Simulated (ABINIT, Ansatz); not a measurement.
# Osmium (P6_3/mmc): from the cell to the phonon bands

Aim: the phonon dispersion of Osmium (P6_3/mmc), checked by a second program.

Program: ABINIT 10.8.3. Level of theory: DFT PBE, scalar-relativistic, plane waves, PseudoDojo norm-conserving pseudopotentials. Results are calculated unless marked as measured.

**1. The structure**

It takes space group P6_3/mmc (No. 194, hexagonal). The conventional cell has a = 2.734 Å, b = 2.734 Å, c = 4.320 Å, α = 90.00°, β = 90.00°, γ = 120.00°. Os has 12 Os at 2.68 to 2.73 Å nearest.

Structure file:

```cif
data_structure
_symmetry_space_group_name_H-M 'P 1'
_symmetry_Int_Tables_number 1
_cell_length_a 2.7341
_cell_length_b 2.7341
_cell_length_c 4.3197
_cell_angle_alpha 90.000
_cell_angle_beta 90.000
_cell_angle_gamma 120.000
_cell_volume 27.96
loop_
_atom_site_label
_atom_site_type_symbol
_atom_site_fract_x
_atom_site_fract_y
_atom_site_fract_z
_atom_site_occupancy
Os1 Os 0.33333 0.66667 0.25000 1
Os2 Os 0.66667 0.33333 0.75000 1
```

**2. A first look**

A first run with smearing and empty bands tells whether the crystal has a gap, which decides between fixed occupations and smearing later on.

File probe.abi:

```
# ground state
tolvrs 1.0d-08
prtden 1
prtwf 1

# basis, mesh and filling
ecut 33.0
ngkpt 9 9 4
nshiftk 1
shiftk 0.0 0.0 0.0
istwfk *1
occopt 7
tsmear 0.005
nband 24
nstep 100
diemac 9.0
prtebands 0
prtgsr 0

# cell and atoms
acell 5.166700197 5.166700197 8.163049941
rprim 
    1.0 0.0 0.0
    -0.5 0.8660254038 0.0
    0.0 0.0 1.0
ntypat 1
znucl 76
natom 2
typat 1 1
xred 
    1/3 2/3 0.25
    2/3 1/3 0.75
pp_dirpath "./pseudo"
pseudos "Os.upf"
```

Launch:

```
$ OMP_NUM_THREADS=1 mpirun -n 16 abinit probe.abi > probe.log
```

Numbers of over 12 decimals in the logs are rounded to 6 here.

probe.abo, the main output file:

```text
[banners, grids, parts of the stress and lines that vanish by symmetry left out]
- input  file    -> probe.abi
- output file    -> probe.abo
- root for input  files -> probei
[...]
Symmetries : space group P6_3/m m c (#194); Bravais hP (primitive hexag.)
[...]
mpw =        1743          nfft =       40500          nkpt =          36
[...]
== DATASET  1 ==================================================================
[...]
-    --> not optimal distribution: autoparal keyword recommended in input file <--
[...]
cutoff_energies: {ecut:  33.0, pawecutdg:  -1.0, }
[...]
ETOT  1  -202.28283911882    -2.023E+02 1.028E-01 4.220E+01
 ETOT  2  -202.37749157242    -9.465E-02 2.942E-02 1.286E+01
 ETOT  3  -202.38110206349    -3.610E-03 2.415E-03 2.455E-03
 ETOT  4  -202.38110381935    -1.756E-06 8.183E-04 6.247E-05
 ETOT  5  -202.38110383562    -1.628E-08 4.675E-04 2.306E-07
 ETOT  6  -202.38110383567    -5.139E-11 2.504E-04 5.356E-09
 At SCF step    6       vres2   =  5.36E-09 < tolvrs=  1.00E-08 =>converged.
[...]
sigma(1 1)= -2.53919327E-04  sigma(3 2)=  0.00000000E+00
  sigma(2 2)= -2.53919329E-04  sigma(3 1)=  0.00000000E+00
  sigma(3 3)= -2.47564600E-04  sigma(2 1)=  0.00000000E+00
[...]
convergence: {deltae: -5.139E-11, res2:  5.356E-09, residm:  2.504E-04, diffor: null, }
etotal    :  -2.02381104E+02
[...]
sigma(1 1)= -2.53919327E-04  sigma(3 2)=  0.00000000E+00
  sigma(2 2)= -2.53919329E-04  sigma(3 1)=  0.00000000E+00
  sigma(3 3)= -2.47564600E-04  sigma(2 1)=  0.00000000E+00
[...]
- sigma(1 1)= -7.47056452E+00  sigma(3 2)=  0.00000000E+00
- sigma(2 2)= -7.47056457E+00  sigma(3 1)=  0.00000000E+00
- sigma(3 3)= -7.28360200E+00  sigma(2 1)=  0.00000000E+00
[...]
fcart     -1.5634612734E-28 -9.0266478707E-29 -1.3510973121E-25
           strten     -2.5391932693E-04 -2.5391932861E-04 -2.4756460012E-04
================================================================================

[key lines of the parts left out:]
pressure_GPa:   7.4082E+00
```

It took 4.4 s on 16 MPI ranks of Arm Neoverse V2, shared host.

Read from the output:

* volume per atom: 13.98 Å³
* pressure: 7.408 GPa
* gap on the k-mesh: 0 eV

No gap opens on this mesh, so smearing is kept; the printed pressure holds the stress of the finite basis too.

**3. Relaxing the cell and atoms**

The harmonic expansion needs vanishing forces, and a free crystal bears no stress, so cell and atoms are brought to rest. Stress is more sensitive to the basis than forces are: the last 3 Ha under the cutoff are smoothed with ecutsm, and the cutoff is raised above that of the later runs.

File relax.abi:

```
# relaxation
ionmov 2
optcell 2
dilatmx 1.08
ntime 40
tolmxf 1.0d-05
tolvrs 1.0d-14
prtwf 0
prtden 0
chksymtnons 0

# basis, mesh and filling
ecut 41.0
ecutsm 3.0
ngkpt 12 12 6
nshiftk 1
shiftk 0.0 0.0 0.0
istwfk *1
occopt 7
tsmear 0.01
nband 24
nstep 100
diemac 1000000.0
prtebands 0
prtgsr 0

# cell and atoms
acell 5.166700197 5.166700197 8.163049941
rprim 
    1.0 0.0 0.0
    -0.5 0.8660254038 0.0
    0.0 0.0 1.0
ntypat 1
znucl 76
natom 2
typat 1 1
xred 
    1/3 2/3 0.25
    2/3 1/3 0.75
pp_dirpath "./pseudo"
pseudos "Os.upf"
```

Launch:

```
$ OMP_NUM_THREADS=1 mpirun -n 16 abinit relax.abi > relax.log
```

relax.abo, the main output file:

```text
[banners, grids, parts of the stress and lines that vanish by symmetry left out]
- input  file    -> relax.abi
- output file    -> relax.abo
- root for input  files -> relaxi
[...]
Symmetries : space group P6_3/m m c (#194); Bravais hP (primitive hexag.)
[...]
mpw =        3003          nfft =       69984          nkpt =          76
[...]
== DATASET  1 ==================================================================
[...]
cutoff_energies: {ecut:  41.0, pawecutdg:  -1.0, }
[...]
ETOT  1  -202.27798550016    -2.023E+02 1.282E-01 7.297E+01
 ETOT  2  -202.37810766576    -1.001E-01 1.631E-02 1.956E+01
 ETOT  3  -202.38132262021    -3.215E-03 4.495E-03 8.617E-03
 ETOT  4  -202.38132618575    -3.566E-06 3.379E-03 2.150E-04
 ETOT  5  -202.38132621939    -3.364E-08 3.482E-03 3.475E-06
[...]
At SCF step    9       vres2   =  2.61E-15 < tolvrs=  1.00E-14 =>converged.
[...]
sigma(1 1)= -2.65579361E-04  sigma(3 2)=  0.00000000E+00
  sigma(2 2)= -2.65579363E-04  sigma(3 1)=  0.00000000E+00
  sigma(3 3)= -3.12737945E-04  sigma(2 1)=  0.00000000E+00
[...]
convergence: {deltae: -2.103E-12, res2:  2.610E-15, residm:  1.579E-04, diffor: null, }
etotal    :  -2.02381326E+02
[...]
ETOT  1  -202.37566248425    -2.024E+02 7.802E-05 3.921E+01
[...]
At SCF step    9       vres2   =  6.20E-16 < tolvrs=  1.00E-14 =>converged.
[...]
sigma(1 1)=  7.03689221E-05  sigma(3 2)=  0.00000000E+00
  sigma(2 2)=  7.03689205E-05  sigma(3 1)=  0.00000000E+00
  sigma(3 3)=  7.79055331E-05  sigma(2 1)=  0.00000000E+00
[...]
convergence: {deltae:  2.956E-12, res2:  6.204E-16, residm:  5.059E-05, diffor: null, }
etotal    :  -2.02381811E+02
[...]
ETOT  1  -202.38157161242    -2.024E+02 1.238E-02 1.735E+00
[...]
At SCF step    8       vres2   =  2.41E-15 < tolvrs=  1.00E-14 =>converged.
[...]
sigma(1 1)=  2.64524706E-06  sigma(3 2)=  0.00000000E+00
  sigma(2 2)=  2.64524544E-06  sigma(3 1)=  0.00000000E+00
  sigma(3 3)=  1.67438248E-06  sigma(2 1)=  0.00000000E+00
[...]
convergence: {deltae:  5.684E-14, res2:  2.412E-15, residm:  1.051E-04, diffor: null, }
etotal    :  -2.02381850E+02
[...]
ETOT  1  -202.38184933234    -2.024E+02 4.726E-04 1.854E-03
[...]
At SCF step    7       vres2   =  3.31E-15 < tolvrs=  1.00E-14 =>converged.
[...]
sigma(1 1)=  1.56908781E-07  sigma(3 2)=  0.00000000E+00
  sigma(2 2)=  1.56907162E-07  sigma(3 1)=  0.00000000E+00
  sigma(3 3)= -3.39612058E-07  sigma(2 1)=  0.00000000E+00
[...]
convergence: {deltae: -1.080E-12, res2:  3.305E-15, residm:  4.029E-05, diffor: null, }
etotal    :  -2.02381850E+02
[...]
ETOT  1  -202.38184963019    -2.024E+02 8.340E-05 1.203E-05
[...]
At SCF step    6       vres2   =  1.31E-15 < tolvrs=  1.00E-14 =>converged.
[...]
sigma(1 1)=  3.84518769E-08  sigma(3 2)=  0.00000000E+00
  sigma(2 2)=  3.84502579E-08  sigma(3 1)=  0.00000000E+00
  sigma(3 3)= -1.44721943E-07  sigma(2 1)=  0.00000000E+00
[...]
convergence: {deltae:  7.674E-13, res2:  1.308E-15, residm:  5.815E-05, diffor: null, }
etotal    :  -2.02381850E+02
[...]
ETOT  1  -202.38184963165    -2.024E+02 3.544E-05 4.237E-06
[...]
ETOT  5  -202.38184963235     2.274E-12 2.439E-06 3.525E-13
 ETOT  6  -202.38184963236    -3.581E-12 7.208E-06 2.679E-16
 At SCF step    6       vres2   =  2.68E-16 < tolvrs=  1.00E-14 =>converged.
[...]
sigma(1 1)= -6.90441024E-10  sigma(3 2)=  0.00000000E+00
  sigma(2 2)= -6.92060048E-10  sigma(3 1)=  0.00000000E+00
  sigma(3 3)= -8.00930822E-10  sigma(2 1)=  0.00000000E+00
[...]
convergence: {deltae: -3.581E-12, res2:  2.679E-16, residm:  7.208E-06, diffor: null, }
etotal    :  -2.02381850E+02
[...]
At Broyd/MD step   6, gradients are converged :
[...]
sigma(1 1)= -6.90441024E-10  sigma(3 2)=  0.00000000E+00
  sigma(2 2)= -6.92060048E-10  sigma(3 1)=  0.00000000E+00
  sigma(3 3)= -8.00930822E-10  sigma(2 1)=  0.00000000E+00
[...]
- sigma(1 1)= -2.03134762E-05  sigma(3 2)=  0.00000000E+00
- sigma(2 2)= -2.03611096E-05  sigma(3 1)=  0.00000000E+00
- sigma(3 3)= -2.35641983E-05  sigma(2 1)=  0.00000000E+00
[...]
fcart      2.5897671965E-28  3.8875272488E-28  1.5986951011E-31
           strten     -6.9044102380E-10 -6.9206004816E-10 -8.0093082166E-10
================================================================================

[key lines of the parts left out:]
pressure_GPa:   2.1413E-05
Total energy (etotal) [Ha]= -2.02381849632355E+02
```

The job ended after 57 s (16 MPI ranks; 15 min of CPU time).

Step by step:

```tsv
step	energy less that of the first step (eV)	largest force (eV/Å)	volume (Å³)
1	0.0000	0.0000	27.96
2	-0.0132	0.0000	28.68
3	-0.0142	0.0000	28.53
4	-0.0142	0.0000	28.52
5	-0.0142	0.0000	28.52
6	-0.0142	0.0000	28.52
```

```tsv
conventional cell, symmetrised	before	after	change
a (Å)	2.734	2.751	+0.6 %
b (Å)	2.734	2.751	+0.6 %
c (Å)	4.320	4.352	+0.7 %
volume (Å³/atom)	13.98	14.26	+2.0 %
```

Final coordinates:

```cif
data_structure
_symmetry_space_group_name_H-M 'P 1'
_symmetry_Int_Tables_number 1
_cell_length_a 2.7510
_cell_length_b 2.7510
_cell_length_c 4.3520
_cell_angle_alpha 90.000
_cell_angle_beta 90.000
_cell_angle_gamma 120.000
_cell_volume 28.52
loop_
_atom_site_label
_atom_site_type_symbol
_atom_site_fract_x
_atom_site_fract_y
_atom_site_fract_z
_atom_site_occupancy
Os1 Os 0.33333 0.66667 0.25000 1
Os2 Os 0.66667 0.33333 0.75000 1
```

Read from the output:

- volume per atom: 14.26 Å³
- pressure: 2.14e-5 GPa

The volume changes by +2.0 % in this run and stands +2.0 % from the first cell.

**4. Self-consistent run for the response**

First-order wavefunctions inherit every error of the ground state, hence the very tight tolvrs. Smearing stays on, as the first look found no gap above 0.3 eV.

File gs.abi:

```
# ground state
tolvrs 1.0d-16
prtden 1
prtwf 1

# basis, mesh and filling
ecut 33.0
ngkpt 12 12 6
nshiftk 1
shiftk 0.0 0.0 0.0
istwfk *1
occopt 7
tsmear 0.01
nband 24
nstep 100
diemac 1000000.0
prtebands 0
prtgsr 0

# cell and atoms
acell 5.198624083 5.198624083 8.224008283
rprim 
    1.0 0.0 0.0
    -0.5 0.8660254038 0.0
    0.0 0.0 1.0
ntypat 1
znucl 76
natom 2
typat 1 1
xred 
    1/3 2/3 0.25
    2/3 1/3 0.75
pp_dirpath "./pseudo"
pseudos "Os.upf"
```

Launch:

```
$ OMP_NUM_THREADS=1 mpirun -n 16 abinit gs.abi > gs.log
```

gs.abo, the main output file:

```text
[banners, grids, parts of the stress and lines that vanish by symmetry left out]
- input  file    -> gs.abi
- output file    -> gs.abo
- root for input  files -> gsi
[...]
Symmetries : space group P6_3/m m c (#194); Bravais hP (primitive hexag.)
[...]
mpw =        1773          nfft =       40500          nkpt =          76
[...]
== DATASET  1 ==================================================================
[...]
cutoff_energies: {ecut:  33.0, pawecutdg:  -1.0, }
[...]
ETOT  1  -202.28338308612    -2.023E+02 1.273E-01 4.267E+01
 ETOT  2  -202.37826471703    -9.488E-02 1.107E-02 1.145E+01
 ETOT  3  -202.38157848035    -3.314E-03 2.041E-03 5.059E-03
 ETOT  4  -202.38158097689    -2.497E-06 2.478E-03 9.236E-05
 ETOT  5  -202.38158100017    -2.328E-08 1.503E-03 1.859E-06
[...]
ETOT  9  -202.38158100075    -1.478E-12 4.129E-04 1.891E-15
 ETOT 10  -202.38158100075    -8.527E-14 1.257E-04 8.221E-18
 At SCF step   10       vres2   =  8.22E-18 < tolvrs=  1.00E-16 =>converged.
[...]
sigma(1 1)=  2.32712029E-05  sigma(3 2)=  0.00000000E+00
  sigma(2 2)=  2.32712013E-05  sigma(3 1)=  0.00000000E+00
  sigma(3 3)=  2.36928870E-05  sigma(2 1)=  0.00000000E+00
[...]
convergence: {deltae: -8.527E-14, res2:  8.221E-18, residm:  1.257E-04, diffor: null, }
etotal    :  -2.02381581E+02
[...]
sigma(1 1)=  2.32712029E-05  sigma(3 2)=  0.00000000E+00
  sigma(2 2)=  2.32712013E-05  sigma(3 1)=  0.00000000E+00
  sigma(3 3)=  2.36928870E-05  sigma(2 1)=  0.00000000E+00
[...]
- sigma(1 1)=  6.84662427E-01  sigma(3 2)=  0.00000000E+00
- sigma(2 2)=  6.84662379E-01  sigma(3 1)=  0.00000000E+00
- sigma(3 3)=  6.97068801E-01  sigma(2 1)=  0.00000000E+00
[...]
fcart     -1.5538603177E-28  2.9904055757E-29 -0.0000000000E+00
           strten      2.3271202883E-05  2.3271201264E-05  2.3692886983E-05
================================================================================

[key lines of the parts left out:]
pressure_GPa:  -6.8880E-01
```

Elapsed: 8.7 s, on 16 MPI ranks.

Numbers from this step:

```
pressure : -0.6888 GPa
```

The cell stands at -0.69 GPa: the relaxation ran with a smoothed and higher cutoff, and the difference is a stress of the finite basis.

(Part 1 of 4 ends here.)

[Host names and launcher messages were left out of these logs when they were recorded.]

[Logs are printed without paths, hosts, clocks, repeated set-up lines and the standing remarks that a program may print on its own settings, such as how far it seeks lower states.]

[Hosts, paths, dates, database ids (printed as entryN), source tags and the programs' standing remarks are cut or masked in the printed files.]
